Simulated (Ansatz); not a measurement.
# Electronic structure of twisted Ti3C2O2 MXene bilayer, 53.99° (1274 atoms)

What does DFT give for twisted Ti3C2O2 MXene bilayer, 53.99° (1274 atoms) as built?

Main program and level: Ansatz 0.2.0; Kohn-Sham DFT, LDA, PAW (set soft_2), localised support functions (medium).

### 1. The starting structure

The cell holds 1274 atoms: 546 Ti, 364 C and 364 O. Its edges and angles: a = 29.000 Å, b = 29.000 Å, c = 28.520 Å, α = 90.0°, β = 90.0°, γ = 120.0°. It derives from Ti3C2O2 (Ti3C2O2 MXene). Ti3C2O2 MXene (a = 3.04 Å) under Ti3C2O2 MXene (a = 3.04 Å), bilayer, commensurate cell of 91 unit cells a layer, twist 53.99 deg; facing planes 2.72 Å apart; 12 Å of vacuum; layers as built, displaced by a Gaussian of 0.01 Å. Regions: layer 1, 637 atoms (273 Ti, 182 C and 182 O); layer 2, 637 atoms (273 Ti, 182 C and 182 O). Vacuum lies along c.

Limits known from the start: The functional has no dispersion term, which matters for the binding between molecules or layers, where LDA binds through overlap of densities alone. Beside vacuum, support functions can miss their usual error bounds without a warning. The main run has no spin polarisation, so moments on Ti can't form in it, and no Hubbard term. The Brillouin zone is sampled at Γ only, in a cell whose shortest periodic width is 25 Å.

### 2. Support functions medium

One self-consistent run at the given positions yields energy and forces.

File input.yaml:

```yaml
crystal:
  lattice:
    - [28.9998, 0.0, 0.0]
    - [-14.4999, 25.11456, 0.0]
    - [0.0, 0.0, 28.52]
  atoms:
    - { symbol: Ti, position: [0.01105, 0.82418, 0.33138] }
    - { symbol: C, position: [0.06993, 0.88702, 0.37643] }
    - { symbol: C, position: [0.0736, 0.82833, 0.287] }
    - { symbol: Ti, position: [0.07329, 0.82763, 0.42089] }
    - { symbol: Ti, position: [0.0704, 0.887, 0.24133] }
    - { symbol: O, position: [0.0105, 0.8239, 0.45252] }
    - { symbol: O, position: [0.01174, 0.82465, 0.21074] }
    - { symbol: Ti, position: [0.06596, 0.94506, 0.33111] }
    - { symbol: C, position: [0.12476, 0.00677, 0.3751] }
    - { symbol: C, position: [0.12828, 0.94922, 0.28708] }
    - { symbol: Ti, position: [0.12863, 0.94909, 0.42108] }
    - { symbol: Ti, position: [0.12436, 0.00766, 0.24159] }
    - { symbol: O, position: [0.06595, 0.94599, 0.45236] }
    - { symbol: O, position: [0.066, 0.94541, 0.2106] }
    - { symbol: Ti, position: [0.02197, 0.64809, 0.33111] }
    - { symbol: C, position: [0.08034, 0.71007, 0.37638] }
    - { symbol: C, position: [0.0838, 0.65223, 0.28711] }
    - { symbol: Ti, position: [0.08456, 0.6521, 0.42101] }
    - { symbol: Ti, position: [0.08111, 0.71098, 0.24148] }
    - { symbol: O, position: [0.02137, 0.64884, 0.45277] }
    - { symbol: O, position: [0.02111, 0.64795, 0.21035] }
    - { symbol: Ti, position: [0.07679, 0.76929, 0.33136] }
    - { symbol: C, position: [0.13576, 0.83202, 0.37569] }
    - { symbol: C, position: [0.14022, 0.77338, 0.2859] }
    - { symbol: Ti, position: [0.13961, 0.77335, 0.41998] }
    - { symbol: Ti, position: [0.13472, 0.83086, 0.24209] }
    - { symbol: O, position: [0.07591, 0.76844, 0.45238] }
    - { symbol: O, position: [0.07691, 0.76882, 0.21027] }
    - { symbol: Ti, position: [0.13192, 0.89054, 0.33153] }
    - { symbol: C, position: [0.19074, 0.95243, 0.37596] }
    - { symbol: C, position: [0.19437, 0.89437, 0.28702] }
    - { symbol: Ti, position: [0.19374, 0.89394, 0.42066] }
    [... 1236 atom lines left out ...]
    - { symbol: C, position: [0.35703, 0.86243, 0.71405] }
    - { symbol: C, position: [0.36179, 0.92523, 0.62387] }
    - { symbol: Ti, position: [0.36117, 0.92475, 0.75728] }
    - { symbol: Ti, position: [0.35807, 0.86241, 0.57886] }
    - { symbol: O, position: [0.42002, 0.92096, 0.78933] }
    - { symbol: O, position: [0.41937, 0.92068, 0.54782] }
kpoints:
  mp_grid: { grid: [1, 1, 1] }
hamiltonian:
  xc: lda
scf:
  occupations: { method: gaussian, width: 0.05 }
  eigensolver: { kind: { support_functions: { accuracy: medium } } }
  mixing: { beta: 0.2 }
  max_iter: 150
output:
  forces: true
```

Run with:

```sh
ansatz run input.yaml --threads 32 --pin off --max-ram 143360MiB --backend cuda --events-out ev --progress --plain --runs-dir out
```

Numbers of over 12 decimals in the logs are rounded to 6 here.

Output:

```text
Warning: scf.eigensolver.kind.support_functions: disabling space-group detection — the functions' gradient is summed over unrotated k-points, so no spatial operation reduces the k-mesh or symmetrises the density; time reversal is kept, so that k and −k are solved as one point where they differ and the mesh holds both, and exact exchange and, on two spinor components, a DFT+U term hold to it where the run has them: [...]
Warning: basis.ecutwfc = 464 eV, auto-derived: no grid that the accuracy of the support functions lays serves the files at the lower one that their records recommend; a deck with other species or settings can derive another value
settings of this run that can trade accuracy for cost: scf.eigensolver.kind.support_functions [...]
Engine: ansatz 0.2.0, aarch64-unknown-linux-gnu
Pseudopotentials: kind: paw
Pseudopotential: Ti, paw, valence charge 12, recommended cutoff 420 eV (normal), Ti.paw.azcp
Pseudopotential: C, paw, valence charge 4, recommended cutoff 420 eV (normal), C.paw.azcp
Pseudopotential: O, paw, valence charge 6, recommended cutoff 420 eV (normal), O.paw.azcp
Functional definition: SPW92
  exchange = slater_x
  correlation = pw_c
device memory: the entry about to start is reckoned to put 44.7 GiB on a device that reports 182.5 GiB free
GPU FFT provider: cuFFT
GPU libraries: cuBLAS 13.8.1, cuFFT 12.4.0, cuSOLVER 12.3.2
GPU matrix products: emulated (plane waves: as basis.precision tells), large ones in fixed point in workspaces of 1.00 GiB
Crystal: 1274 atoms, lattice volume = 20771.607 Å³
Basis set: ecut = 464 eV, 471551 PW (Γ)
Bands: 6116, of which v1, the nominal top of the filled ones, is band 5096 counted from 1 (5095 counted from 0)
Symmetry: 1 space group operations
k-points: 1
Non-local potential: Ti, projectors of the file, l = 0: 3, l = 1: 2, l = 2: 3, l = 3: 1
Non-local potential: C, projectors of the file, l = 0: 2, l = 1: 2, l = 2: 1
Non-local potential: O, projectors of the file, l = 0: 2, l = 1: 2, l = 2: 1
PAW form: soft (Blöchl's): semilocal exchange-correlation on the pseudo side does not see the compensation charge
PAW frozen core: Ti, regenerated for the run's functional, and the local potential with it (the file was generated under x = pbe(κ = 0.804, μ = 0.219515), c = pbe(β = 0.066725))
PAW frozen core: C, regenerated for the run's functional, and the local potential with it (the file was generated under x = pbe(κ = 0.804, μ = 0.219515), c = pbe(β = 0.066725))
PAW frozen core: O, regenerated for the run's functional, and the local potential with it (the file was generated under x = pbe(κ = 0.804, μ = 0.219515), c = pbe(β = 0.066725))
PAW one-centre angular grid: Ti, 590 points (default); XC on 64 Gauss nodes
PAW one-centre angular grid: C, 110 points (default); XC on 64 Gauss nodes
PAW one-centre angular grid: O, 110 points (default); XC on 64 Gauss nodes
Initial density: superposition of atomic densities (neutral atoms: chi_scale 0, normalization atom)
Initial wavefunctions: pseudopotential atomic-orbital guess
GPU buffer pool allocated for 10077696 grid points (all kernels)
Functional: x = slater, c = lda
SCF iter   1: F=—  HF=-1631085.184366 eV  |F-HF|=—  |Δ(HF+E_count)|=         —  Δρ=1.67e-1  dr2=7.36e3  ethr=1.00e-1
preconditioner: auto → Resta (q_TF=auto, 2.423 Å⁻¹)  ε∞=15.9  [insulator: Δε(μ)=1.265 eV  Ē_g=10.185 eV  σ=0.050 eV  W_gap=1.00  n_scr=4976 (ndim 8)  ℏωp=19.7 eV  f_vac=0.331  D(μ)=0.00/eV (n_scr^D=0)  ε∞_Penn≈4.7  vacuum switching on, ρ_ref=1.9e-3 e/Å³]
SCF iter   2: F=—  HF=-1630300.574454 eV  |F-HF|=—  |Δ(HF+E_count)|=    7.85e2  Δρ=9.48e-2  dr2=2.73e3  ethr=7.22e-2
SCF iter   3: F=—  HF=-1629954.334857 eV  |F-HF|=—  |Δ(HF+E_count)|=    3.46e2  Δρ=5.36e-2  dr2=1.10e3  ethr=2.67e-2  κ⁻¹=1.0e0(r=1)
SCF iter   4: F=—  HF=-1629801.559223 eV  |F-HF|=—  |Δ(HF+E_count)|=    1.53e2  Δρ=2.58e-2  dr2=3.44e2  ethr=1.08e-2  κ⁻¹=2.2e-3(r=2)
SCF iter   5: F=—  HF=-1629779.527831 eV  |F-HF|=—  |Δ(HF+E_count)|=    2.20e1  Δρ=1.65e-2  dr2=1.48e2  ethr=3.37e-3  κ⁻¹=1.0e-3(r=3)
SCF iter   6: F=—  HF=-1629760.155570 eV  |F-HF|=—  |Δ(HF+E_count)|=    1.94e1  Δρ=9.44e-3  dr2=5.63e1  ethr=1.45e-3  κ⁻¹=3.5e-4(r=4)
SCF iter   7: F=—  HF=-1629751.073337 eV  |F-HF|=—  |Δ(HF+E_count)|=    9.08e0  Δρ=9.20e-3  dr2=4.31e1  ethr=5.53e-4  κ⁻¹=1.0e-4(r=5)
SCF iter   8: F=—  HF=-1629746.031339 eV  |F-HF|=—  |Δ(HF+E_count)|=    5.04e0  Δρ=7.39e-3  dr2=1.91e1  ethr=4.23e-4  κ⁻¹=4.9e-5(r=6)
SCF iter   9: F=—  HF=-1629744.149525 eV  |F-HF|=—  |Δ(HF+E_count)|=    1.88e0  Δρ=6.45e-3  dr2=9.94e0  ethr=1.87e-4  κ⁻¹=3.5e-5(r=7)
SCF iter  10: F=—  HF=-1629743.541703 eV  |F-HF|=—  |Δ(HF+E_count)|=   6.08e-1  Δρ=2.63e-3  dr2=3.11e0  ethr=9.75e-5  κ⁻¹=1.9e-5(r=7)
[...]
SCF iter  17: F=—  HF=-1629743.566823 eV  |F-HF|=—  |Δ(HF+E_count)|=   1.44e-2  Δρ=3.08e-4  dr2=2.04e-2  ethr=3.29e-7  κ⁻¹=1.7e-4(r=7)
SCF iter  18: F=—  HF=-1629743.581001 eV  |F-HF|=—  |Δ(HF+E_count)|=   1.42e-2  Δρ=2.17e-4  dr2=8.64e-3  ethr=2.00e-7  κ⁻¹=1.1e-4(r=7)
SCF iter  19: F=—  HF=-1629743.592125 eV  |F-HF|=—  |Δ(HF+E_count)|=   1.11e-2  Δρ=1.44e-4  dr2=2.47e-3  ethr=8.48e-8  κ⁻¹=1.2e-4(r=7)
SCF iter  20: F=—  HF=-1629743.602850 eV  |F-HF|=—  |Δ(HF+E_count)|=   1.07e-2  Δρ=1.09e-4  dr2=1.24e-3  ethr=2.43e-8  κ⁻¹=2.7e-4(r=7)
SCF iter  21: F=—  HF=-1629743.612731 eV  |F-HF|=—  |Δ(HF+E_count)|=   9.88e-3  Δρ=4.77e-5  dr2=3.33e-4  ethr=1.22e-8  κ⁻¹=4.3e-5(r=7)
SCF iter  22: F=—  HF=-1629743.621456 eV  |F-HF|=—  |Δ(HF+E_count)|=   8.72e-3  Δρ=1.45e-5  dr2=7.68e-5  ethr=3.27e-9  κ⁻¹=2.7e-4(r=7)
SCF iter  23: F=—  HF=-1629743.629341 eV  |F-HF|=—  |Δ(HF+E_count)|=   7.88e-3  Δρ=9.05e-6  dr2=3.41e-5  ethr=7.54e-10  κ⁻¹=6.7e-5(r=7)
SCF iter  24: F=—  HF=-1629743.636625 eV  |F-HF|=—  |Δ(HF+E_count)|=   7.28e-3  Δρ=6.16e-6  dr2=1.25e-5  ethr=3.34e-10  κ⁻¹=2.4e-5(r=7)
SCF iter  25: F=—  HF=-1629743.636632 eV  |F-HF|=—  |Δ(HF+E_count)|=   7.02e-6  Δρ=5.17e-6  dr2=6.31e-6  ethr=1.23e-10  κ⁻¹=7.6e-5(r=7)
SCF iter  26: F=-1629743.636636 eV  HF=-1629743.636635 eV  |F-HF|=9.22e-7  |Δ(HF+E_count)|=   3.04e-6  Δρ=3.53e-6  dr2=2.99e-6  ethr=6.19e-11
SCF 1 converged in 26 iterations: F = -1629743.845932 eV  dr2 = 2.99e-6
  greatest PAW one-centre occupation: 0.999 electrons in one spin orbital (limit 2), on the Ti atom at site 263 (counted from 0), in its partial waves of l = 0
SCF converged after 26 iterations
Stability not checked: this state was not tested for a lower state beside it, because the mixer in use, unlike msr1, does not test its closes by its own steps (another_mixer; see scf.mixing.algorithm and scf.lower_state_search)
Free energy (F): -1629743.845932 eV
Harris-Foulkes:  -1629743.845931 eV  (|F-HF|=9.22e-7)
Internal energy: -1629743.453170 eV  (E = F + TS)
E sigma→0 (E₀):  -1629743.649551 eV
Entropy (-TS):   -0.392762 eV (-0.308 meV/atom)
Fermi energy:    5.602958 eV
--- Per-component energies (eV) ---
  E_band       = -148874.850060
  E_kinetic    = 244333.812219
  E_local      = -8094921.490236  (includes V_loc(G=0)·N_el)
  E_nonlocal   = 32827.008797
  E_softening  = 0.109808  (part of E_nonlocal)
  E_grid_corr  = -0.234195  (part of E_nonlocal)
  E_hartree    = 3949899.114113
  E_xc         = -97213.213682
  E_vxc        = -122834.026128  (∫ρ·V_xc dr)
  E_paw        = -631210.550828  (= ΣΔE_a)
  E_vpaw       = -108078.596809  (= ΣTr[D̂ρ^β])
  E_aug_tail   = 0.711863  (compensation charges beyond the density's cutoff)
  E_ewald      = 2966305.244547
  E_core_change = 236.119332  (= ΣΔE_core)
  E_smearing   = -0.392762  (= −TS)
  E_closure    = 0.000000  (closes the sum)
  E_support_correction = -0.209296  (second-order, or where that is not computed along the SCF)
  E_support_correction_error = 2.1e-2  (of E_support_correction; not in F)
  Σ components = -1629743.845932   (vs F -1629743.845932, Δ=0.00e0)
--- Forces (eV/Å), atoms counted from 1 ---
[... 1274 lines of forces left out ...]
  max |Σ_I F_I| component: 1.21e-2 eV/Å
--- Band table (eV) ---
[... left out ...]
  guard bands above this table: 886 of the run's 6116 bands (output.publish_guard_bands: true publishes all)
```

Run time: 61 s. Hardware: 1 × NVIDIA GB200 with 32 threads of Arm Neoverse V2, shared host; peak memory 5.6 GiB; 2 min of CPU time.

That memory is the host's; the program planned up to 44.7 GiB on the GPU. Forces of this run were stored rounded, and per-atom blocks of the log weren't kept.

The program notes that the band table was not solved further than the SCF left it and it switched symmetry off.

Read from the output:

```yaml
free_energy: -1629743.8459 eV
free_energy_per_atom: -1279.2338 eV/atom
scf_cycles: 26
r_m_s_force_component: 0.3326 eV/Å
longest_force: 1.125 eV/Å
fermi_energy: 5.603 eV
levels_partly_filled_by_over_2_per_cent: 19
```

Length of the force by element:

```tsv
element	coordination	atoms	mean length of the force (eV/Å)	spread	least	most
C	all	364	0.642	0.168	0.197	1.13
O	all	364	0.606	0.143	0.200	0.968
Ti	all	546	0.434	0.186	0.0125	1.01
```

The levels nearest the highest filled one (over half full), pooled over k-points and spins:

```tsv
level less the highest filled one (eV)	occupation
-0.108	2.00
-0.0979	2.00
-0.0931	1.99
-0.0048	1.14
-0.0042	1.13
0	1.03
0.0064	0.888
0.0102	0.805
0.0152	0.697
0.0222	0.558
0.0255	0.496
0.0267	0.476
```

### 3. Distances and neighbours

These statistics describe the geometry on which the runs were made.

Normalised to the volume that the atoms fill. g(r), total and by pair (bins of 0.2 Å):

```tsv
r (Å)	total	Ti-Ti	Ti-C	Ti-O	C-C	C-O	O-O
1.90	1.80	0.00	0.00	7.40	0.00	0.00	0.00
2.10	3.08	0.00	12.40	0.20	0.00	0.00	0.00
2.30	0.03	0.00	0.14	0.00	0.00	0.00	0.00
2.50	0.00	0.00	0.00	0.00	0.00	0.00	0.00
2.70	0.54	0.00	0.00	0.00	0.00	3.21	0.17
2.90	0.44	0.00	0.00	0.00	0.01	2.45	0.43
3.10	3.91	10.53	0.00	0.00	14.26	0.00	9.91
3.30	0.03	0.00	0.00	0.00	0.00	0.00	0.39
3.50	0.25	0.00	0.00	0.93	0.00	0.00	0.32
3.70	1.65	0.00	4.30	2.34	0.00	0.00	0.33
3.90	0.23	0.00	0.62	0.20	0.00	0.00	0.29
4.10	0.49	0.00	0.00	0.19	0.00	2.60	0.27
4.30	0.65	2.10	0.00	0.18	2.37	0.00	0.29
4.50	0.46	0.04	0.00	1.75	0.00	0.00	0.26
4.70	1.19	0.10	0.67	4.01	0.00	0.00	0.24
4.90	1.79	0.11	6.91	0.17	0.00	0.13	0.23
5.10	0.95	0.11	0.00	0.15	0.00	5.34	0.25
5.30	1.88	5.53	0.00	0.15	6.38	0.22	3.40
5.50	0.13	0.27	0.00	0.14	0.00	0.20	0.21
5.70	0.10	0.09	0.00	0.13	0.00	0.21	0.20
5.90	0.34	0.09	0.12	0.13	0.00	1.47	0.20
6.10	0.89	2.08	0.13	0.15	2.40	0.19	2.59
6.30	0.98	0.21	0.12	3.53	0.00	0.19	0.19
6.50	1.31	0.08	4.36	0.66	0.00	0.31	0.18
6.70	0.80	0.16	0.11	0.23	0.15	4.04	0.17
6.90	1.12	2.51	0.11	1.75	1.75	0.17	0.47
7.10	0.92	0.17	2.34	1.10	0.10	0.17	0.16
7.30	0.32	0.21	0.19	0.21	0.16	0.98	0.17
```

Bonds by pair of elements; cutoffs follow the first minimum of g(r), held within bounds set by covalent radii, and pairs that aren't listed don't count as bonded:

```tsv
pair A-B	cutoff (Å)	bonds	mean length (Å)	spread (Å)	shortest (Å)	B about A	A about B
Ti-C	2.64	2184	2.17	0.014	2.12	4	6
Ti-O	2.64	1092	1.97	0.014	1.93	2	3
```

How many atoms have how many bonded neighbours:

```tsv
element	mean	3	6
C	6	0	364
O	3	364	0
Ti	6	0	546
```

Bond angles, per cent of each kind in bins of 5°:

```tsv
angle (°)	Ti-C-Ti	C-Ti-C	C-Ti-O	Ti-O-Ti	O-Ti-O
80–85	0.0	0.0	43.2	0.0	0.0
85–90	40.0	56.8	23.5	0.0	0.0
90–95	40.0	28.9	0.0	0.0	0.0
95–100	0.0	0.0	0.0	9.4	9.0
100–105	0.0	0.0	0.0	90.6	91.0
105–110	0.0	0.0	0.0	0.0	0.0
110–115	0.0	0.0	0.0	0.0	0.0
115–120	0.0	0.0	0.0	0.0	0.0
120–125	0.0	0.0	0.0	0.0	0.0
125–130	0.0	0.0	0.0	0.0	0.0
130–135	0.0	0.0	0.0	0.0	0.0
135–140	0.0	0.0	0.0	0.0	0.0
140–145	0.0	0.0	0.0	0.0	0.0
145–150	0.0	0.0	0.0	0.0	0.0
150–155	0.0	0.0	0.0	0.0	0.0
155–160	0.0	0.0	0.0	0.0	0.0
160–165	0.0	0.0	0.0	0.0	0.0
165–170	0.0	0.0	1.9	0.0	0.0
170–175	0.0	0.0	31.5	0.0	0.0
175–180	20.0	14.3	0.0	0.0	0.0
```

Bond angles (no mean is given where the spread exceeds 20°):

```tsv
angle	count	mean (°)	spread (°)
Ti-C-Ti	5460	-	-
C-Ti-C	3822	-	-
C-Ti-O	3276	-	-
Ti-O-Ti	1092	101	0.6
O-Ti-O	1092	101	0.6
```

With the cutoffs above, all C atoms have 6, all O atoms have 3 and all Ti atoms have 6 bonded neighbours.

Local excerpt of 10 atoms (numbers count through the whole input) about Ti1215, picked at random; x, y, z are measured from there.

```tsv
atom	x	y	z	distance (Å)	bonds
Ti1215	0.00	0.00	0.00	0.00	6
O671	-0.81	1.55	0.89	1.96	3
O678	-0.96	-1.48	0.87	1.96	3
O1217	1.77	-0.11	0.89	1.98	3
C667	-1.74	0.07	-1.31	2.18	6
C1213	0.80	-1.58	-1.28	2.18	6
C1206	0.97	1.48	-1.29	2.19	6
Ti1208	0.16	3.01	0.00	3.02	6
Ti676	-2.69	-1.38	0.00	3.03	6
Ti669	-2.54	1.64	-0.02	3.03	6
```

The column of bonds counts only the pairs Ti-C within 2.64 Å, Ti-O within 2.64 Å; other neighbours, such as metal atoms beside each other in a compound, aren't counted, and periodic images can show an atom twice.

### 4. Results

```
free energy per atom       : -1279.2338 eV/atom
r.m.s. force component     : 0.3326 eV/Å
wall time of the 1 DFT run : 61 s
```

19 levels are partly filled, by over 2 % (at Γ alone): no clear gap opens at this level. Levels of broken or missing bonds inside a gap of the host would look the same. With the cutoffs above, all C atoms have 6, all O atoms have 3 and all Ti atoms have 6 bonded neighbours.

Caveats: The geometry was built by rule, was displaced at random and isn't relaxed at this level: its force components are 0.33 eV/Å r.m.s.

[Logs are printed without paths, hosts, clocks, repeated set-up lines and the standing remarks that a program may print on its own settings, such as how far it seeks lower states.]

[Hosts, paths, dates, database ids (printed as entryN), source tags and the programs' standing remarks are cut or masked in the printed files.]
